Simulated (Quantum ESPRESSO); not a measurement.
# Ionisation energy and electron affinity at BP(110), part 4 of 6

Wanted: ionisation energy, electron affinity and surface tilt of BP(110).

Quantum ESPRESSO 7.5; plane-wave DFT, PBE, GBRV ultrasoft pseudopotentials.

So far. Step 7 (Electrostatic potential of the relaxed slab): The vacuum is flat to 0.1 meV/Å, so its level is well defined. Inside the slab the curve depends on the local part of the pseudopotentials; only the vacuum level has a meaning of its own. Step 8 (Planar and running averages): Where the running mean is not flat inside, average.x's window, rounded to the grid, doesn't match the spacings there.

### 9. Projected density of states of the relaxed slab

Layer by layer, the projected DOS shows whether surface states reach into the gap.

Contents of pdos.in:

```
&projwfc
  prefix = 'scf'
  outdir = './out'
  filpdos = 'pdos'
  Emin = -1.222
  Emax = 4.778
  DeltaE = 0.05
  ngauss = 0
  degauss = 0.006
/
```

Run with:

```console
$ OMP_NUM_THREADS=1 mpirun -n 4 projwfc.x -in pdos.in > pdos.out
```

The program printed:

```text
[banner, memory and clock lines left out]
Program PROJWFC v.7.5 starts

          URL

     ./out/scf.save/

     IMPORTANT: XC functional enforced from input :
     Exchange-correlation= PBE
                           (   1   4   3   4   0   0   0)
     Any further DFT definition will be discarded
     Please, verify this is what you really want

     negative rho (up, down):  2.939E-04 0.000E+00

     Gaussian broadening (read from input): ngauss,degauss=   0    0.006000

     Calling projwave ....
     one sub-group per band group will be used

     linear algebra parallelized on   4 procs

  Problem Sizes
  natomwfc =           72
  nx       =           36
  nbnd     =           44
  nkstot   =           12
  npwx     =         3229
  nkb      =          234

     Atomic states used for projection
     (read from pseudopotential files):

     state #   1: atom   1 (B  ), wfc  1 (l=0 m= 1)
     state #   2: atom   1 (B  ), wfc  2 (l=1 m= 1)
     state #   3: atom   1 (B  ), wfc  2 (l=1 m= 2)
     state #   4: atom   1 (B  ), wfc  2 (l=1 m= 3)
     state #   5: atom   2 (P  ), wfc  1 (l=0 m= 1)
     state #   6: atom   2 (P  ), wfc  2 (l=1 m= 1)
     state #   7: atom   2 (P  ), wfc  2 (l=1 m= 2)
     state #   8: atom   2 (P  ), wfc  2 (l=1 m= 3)
     state #   9: atom   3 (B  ), wfc  1 (l=0 m= 1)
     state #  10: atom   3 (B  ), wfc  2 (l=1 m= 1)
     state #  11: atom   3 (B  ), wfc  2 (l=1 m= 2)
     state #  12: atom   3 (B  ), wfc  2 (l=1 m= 3)
     state #  13: atom   4 (P  ), wfc  1 (l=0 m= 1)
     state #  14: atom   4 (P  ), wfc  2 (l=1 m= 1)
     state #  15: atom   4 (P  ), wfc  2 (l=1 m= 2)
     state #  16: atom   4 (P  ), wfc  2 (l=1 m= 3)
     state #  17: atom   5 (B  ), wfc  1 (l=0 m= 1)
     state #  18: atom   5 (B  ), wfc  2 (l=1 m= 1)
     state #  19: atom   5 (B  ), wfc  2 (l=1 m= 2)
     state #  20: atom   5 (B  ), wfc  2 (l=1 m= 3)
     state #  21: atom   6 (P  ), wfc  1 (l=0 m= 1)
     state #  22: atom   6 (P  ), wfc  2 (l=1 m= 1)
     state #  23: atom   6 (P  ), wfc  2 (l=1 m= 2)
     state #  24: atom   6 (P  ), wfc  2 (l=1 m= 3)
     state #  25: atom   7 (B  ), wfc  1 (l=0 m= 1)
     state #  26: atom   7 (B  ), wfc  2 (l=1 m= 1)
     state #  27: atom   7 (B  ), wfc  2 (l=1 m= 2)
     state #  28: atom   7 (B  ), wfc  2 (l=1 m= 3)
     state #  29: atom   8 (P  ), wfc  1 (l=0 m= 1)
     state #  30: atom   8 (P  ), wfc  2 (l=1 m= 1)
     state #  31: atom   8 (P  ), wfc  2 (l=1 m= 2)
     state #  32: atom   8 (P  ), wfc  2 (l=1 m= 3)
     state #  33: atom   9 (B  ), wfc  1 (l=0 m= 1)
     state #  34: atom   9 (B  ), wfc  2 (l=1 m= 1)
     state #  35: atom   9 (B  ), wfc  2 (l=1 m= 2)
     state #  36: atom   9 (B  ), wfc  2 (l=1 m= 3)
     state #  37: atom  10 (P  ), wfc  1 (l=0 m= 1)
     state #  38: atom  10 (P  ), wfc  2 (l=1 m= 1)
     state #  39: atom  10 (P  ), wfc  2 (l=1 m= 2)
     state #  40: atom  10 (P  ), wfc  2 (l=1 m= 3)
     state #  41: atom  11 (B  ), wfc  1 (l=0 m= 1)
     state #  42: atom  11 (B  ), wfc  2 (l=1 m= 1)
     state #  43: atom  11 (B  ), wfc  2 (l=1 m= 2)
     state #  44: atom  11 (B  ), wfc  2 (l=1 m= 3)
     state #  45: atom  12 (P  ), wfc  1 (l=0 m= 1)
     state #  46: atom  12 (P  ), wfc  2 (l=1 m= 1)
     state #  47: atom  12 (P  ), wfc  2 (l=1 m= 2)
     state #  48: atom  12 (P  ), wfc  2 (l=1 m= 3)
     state #  49: atom  13 (B  ), wfc  1 (l=0 m= 1)
     state #  50: atom  13 (B  ), wfc  2 (l=1 m= 1)
     state #  51: atom  13 (B  ), wfc  2 (l=1 m= 2)
     state #  52: atom  13 (B  ), wfc  2 (l=1 m= 3)
     state #  53: atom  14 (P  ), wfc  1 (l=0 m= 1)
     state #  54: atom  14 (P  ), wfc  2 (l=1 m= 1)
     state #  55: atom  14 (P  ), wfc  2 (l=1 m= 2)
     state #  56: atom  14 (P  ), wfc  2 (l=1 m= 3)
     state #  57: atom  15 (B  ), wfc  1 (l=0 m= 1)
     state #  58: atom  15 (B  ), wfc  2 (l=1 m= 1)
     state #  59: atom  15 (B  ), wfc  2 (l=1 m= 2)
     state #  60: atom  15 (B  ), wfc  2 (l=1 m= 3)
     state #  61: atom  16 (P  ), wfc  1 (l=0 m= 1)
     state #  62: atom  16 (P  ), wfc  2 (l=1 m= 1)
     state #  63: atom  16 (P  ), wfc  2 (l=1 m= 2)
     state #  64: atom  16 (P  ), wfc  2 (l=1 m= 3)
     state #  65: atom  17 (B  ), wfc  1 (l=0 m= 1)
     state #  66: atom  17 (B  ), wfc  2 (l=1 m= 1)
     state #  67: atom  17 (B  ), wfc  2 (l=1 m= 2)
     state #  68: atom  17 (B  ), wfc  2 (l=1 m= 3)
     state #  69: atom  18 (P  ), wfc  1 (l=0 m= 1)
     state #  70: atom  18 (P  ), wfc  2 (l=1 m= 1)
     state #  71: atom  18 (P  ), wfc  2 (l=1 m= 2)
     state #  72: atom  18 (P  ), wfc  2 (l=1 m= 3)

[... projections of each state ...]
Lowdin Charges:

     Atom #   1: total charge =   3.3050, s =  0.9631,
     Atom #   1: total charge =   3.3050, p =  2.3419, pz=  0.5762, px=  0.7838, py=  0.9819,
     Atom #   2: total charge =   4.6864, s =  1.3731,
     Atom #   2: total charge =   4.6864, p =  3.3134, pz=  1.2307, px=  1.1278, py=  0.9548,
     Atom #   3: total charge =   3.5854, s =  0.9073,
     Atom #   3: total charge =   3.5854, p =  2.6781, pz=  0.8723, px=  0.8911, py=  0.9147,
     Atom #   4: total charge =   4.2841, s =  1.1471,
     Atom #   4: total charge =   4.2841, p =  3.1370, pz=  1.0507, px=  1.0376, py=  1.0488,
     Atom #   5: total charge =   3.6245, s =  0.9065,
     Atom #   5: total charge =   3.6245, p =  2.7180, pz=  0.8854, px=  0.9112, py=  0.9214,
     Atom #   6: total charge =   4.3095, s =  1.1663,
     Atom #   6: total charge =   4.3095, p =  3.1432, pz=  1.0497, px=  1.0517, py=  1.0418,
     Atom #   7: total charge =   3.6397, s =  0.8997,
     Atom #   7: total charge =   3.6397, p =  2.7400, pz=  0.9130, px=  0.9126, py=  0.9143,
     Atom #   8: total charge =   4.2977, s =  1.1612,
     Atom #   8: total charge =   4.2977, p =  3.1366, pz=  1.0407, px=  1.0470, py=  1.0489,
     Atom #   9: total charge =   3.6384, s =  0.8991,
     Atom #   9: total charge =   3.6384, p =  2.7393, pz=  0.9088, px=  0.9138, py=  0.9168,
     Atom #  10: total charge =   4.3024, s =  1.1618,
     Atom #  10: total charge =   4.3024, p =  3.1406, pz=  1.0469, px=  1.0471, py=  1.0466,
     Atom #  11: total charge =   3.6397, s =  0.8997,
     Atom #  11: total charge =   3.6397, p =  2.7400, pz=  0.9130, px=  0.9126, py=  0.9143,
     Atom #  12: total charge =   4.2977, s =  1.1612,
     Atom #  12: total charge =   4.2977, p =  3.1366, pz=  1.0407, px=  1.0470, py=  1.0489,
     Atom #  13: total charge =   3.6245, s =  0.9065,
     Atom #  13: total charge =   3.6245, p =  2.7180, pz=  0.8854, px=  0.9112, py=  0.9214,
     Atom #  14: total charge =   4.3095, s =  1.1663,
     Atom #  14: total charge =   4.3095, p =  3.1432, pz=  1.0497, px=  1.0517, py=  1.0418,
     Atom #  15: total charge =   3.5854, s =  0.9073,
     Atom #  15: total charge =   3.5854, p =  2.6781, pz=  0.8723, px=  0.8911, py=  0.9147,
     Atom #  16: total charge =   4.2841, s =  1.1471,
     Atom #  16: total charge =   4.2841, p =  3.1370, pz=  1.0507, px=  1.0376, py=  1.0488,
     Atom #  17: total charge =   3.3050, s =  0.9631,
     Atom #  17: total charge =   3.3050, p =  2.3419, pz=  0.5762, px=  0.7838, py=  0.9819,
     Atom #  18: total charge =   4.6864, s =  1.3731,
     Atom #  18: total charge =   4.6864, p =  3.3134, pz=  1.2307, px=  1.1278, py=  0.9548,
     Spilling Parameter:   0.0083
```

Wall time 1.6 s (4 MPI ranks of Arm Neoverse V2, shared host); peak memory 0.15 GiB.

This step gave:

```
spilling of the projection : 0.0083
```

Gaussian width 0.006 Ry; cut where the computed bands begin to run out. The density of states by energy, zero at the highest filled level of the SCF mesh; read off at these points:

energy (eV), density of states (states/eV a cell) and a bar:
```
    -3.00        5.8 ###############
    -2.85       10.0 #########################
    -2.70        7.5 ###################
    -2.55        9.4 ########################
    -2.50       11.6 #############################
    -2.35        7.0 ##################
    -2.20        8.4 #####################
    -2.05        6.0 ###############
    -1.90       11.9 ##############################
    -1.75        7.2 ##################
    -1.60        2.8 #######
    -1.45        3.4 ########
    -1.30        4.8 ############
    -1.10        7.0 ##################
    -0.95        4.5 ###########
    -0.80        6.6 #################
    -0.65        5.0 #############
    -0.50        4.1 ##########
    -0.35        3.8 ##########
    -0.20        0.8 ##
     0.00        0.8 ##
     0.15        0.0 
     0.30        0.2 #
     0.45        0.9 ##
     0.60        0.0 
     0.75        0.4 #
     0.90        1.2 ###
     1.10        1.2 ###
     1.25        3.9 ##########
     1.40        5.9 ###############
     1.55        4.3 ###########
     1.70        5.6 ##############
     1.85        5.2 #############
     2.00        2.6 #######
     2.15        1.6 ####
     2.35        1.8 ####
     2.50        5.4 ##############
     2.60        7.7 ###################
     2.65        7.3 ###################
     2.80        3.5 #########
```

Projected DOS an atom over height of the atomic layer and energy from the highest filled level of the SCF mesh. Columns are the atomic layers from the bottom up.

Ten even steps from '0' (0.00 states/eV) to '9' (1.77 states/eV), each cell a mean:
```
00112221100
00010101000
00000000000
03000000030
06100000160
07000000070
03000000030
01000000010
00000000000
00000000000
00000000000
10000000001
41100000114
91100000119
61111111116
31111111113
10010001001
31233333213
21222222212
32222222223
42222122224
32222222223
```
Columns: height of the atomic layer (Å) from 7.88 to 21.0 (not evenly spaced); rows upwards: energy from the highest filled level of the SCF mesh (eV) from -3.00 to 2.80.

Löwdin valence electrons by atom:

```tsv
atom	Löwdin valence electrons (e)
B1	3.31
P2	4.69
B3	3.59
P4	4.28
B5	3.62
P6	4.31
B7	3.64
P8	4.30
B9	3.64
P10	4.30
B11	3.64
P12	4.30
B13	3.62
P14	4.31
B15	3.59
P16	4.28
B17	3.31
P18	4.69
```

The atomic orbitals miss 0.8 % of the occupied states; for empty states the projections can miss much more.

(Continued in part 5 of 6.)

[Logs are printed without paths, hosts, clocks, repeated set-up lines and the standing remarks that a program may print on its own settings, such as how far it seeks lower states.]

[Hosts, paths, dates, database ids (printed as entryN), source tags and the programs' standing remarks are cut or masked in the printed files.]

[Maps of the electrostatic potential energy from Ansatz leave out the sawtooth potential of an applied field or a dipole correction, so their vacuum need not be flat; planar profiles and work functions include it.]
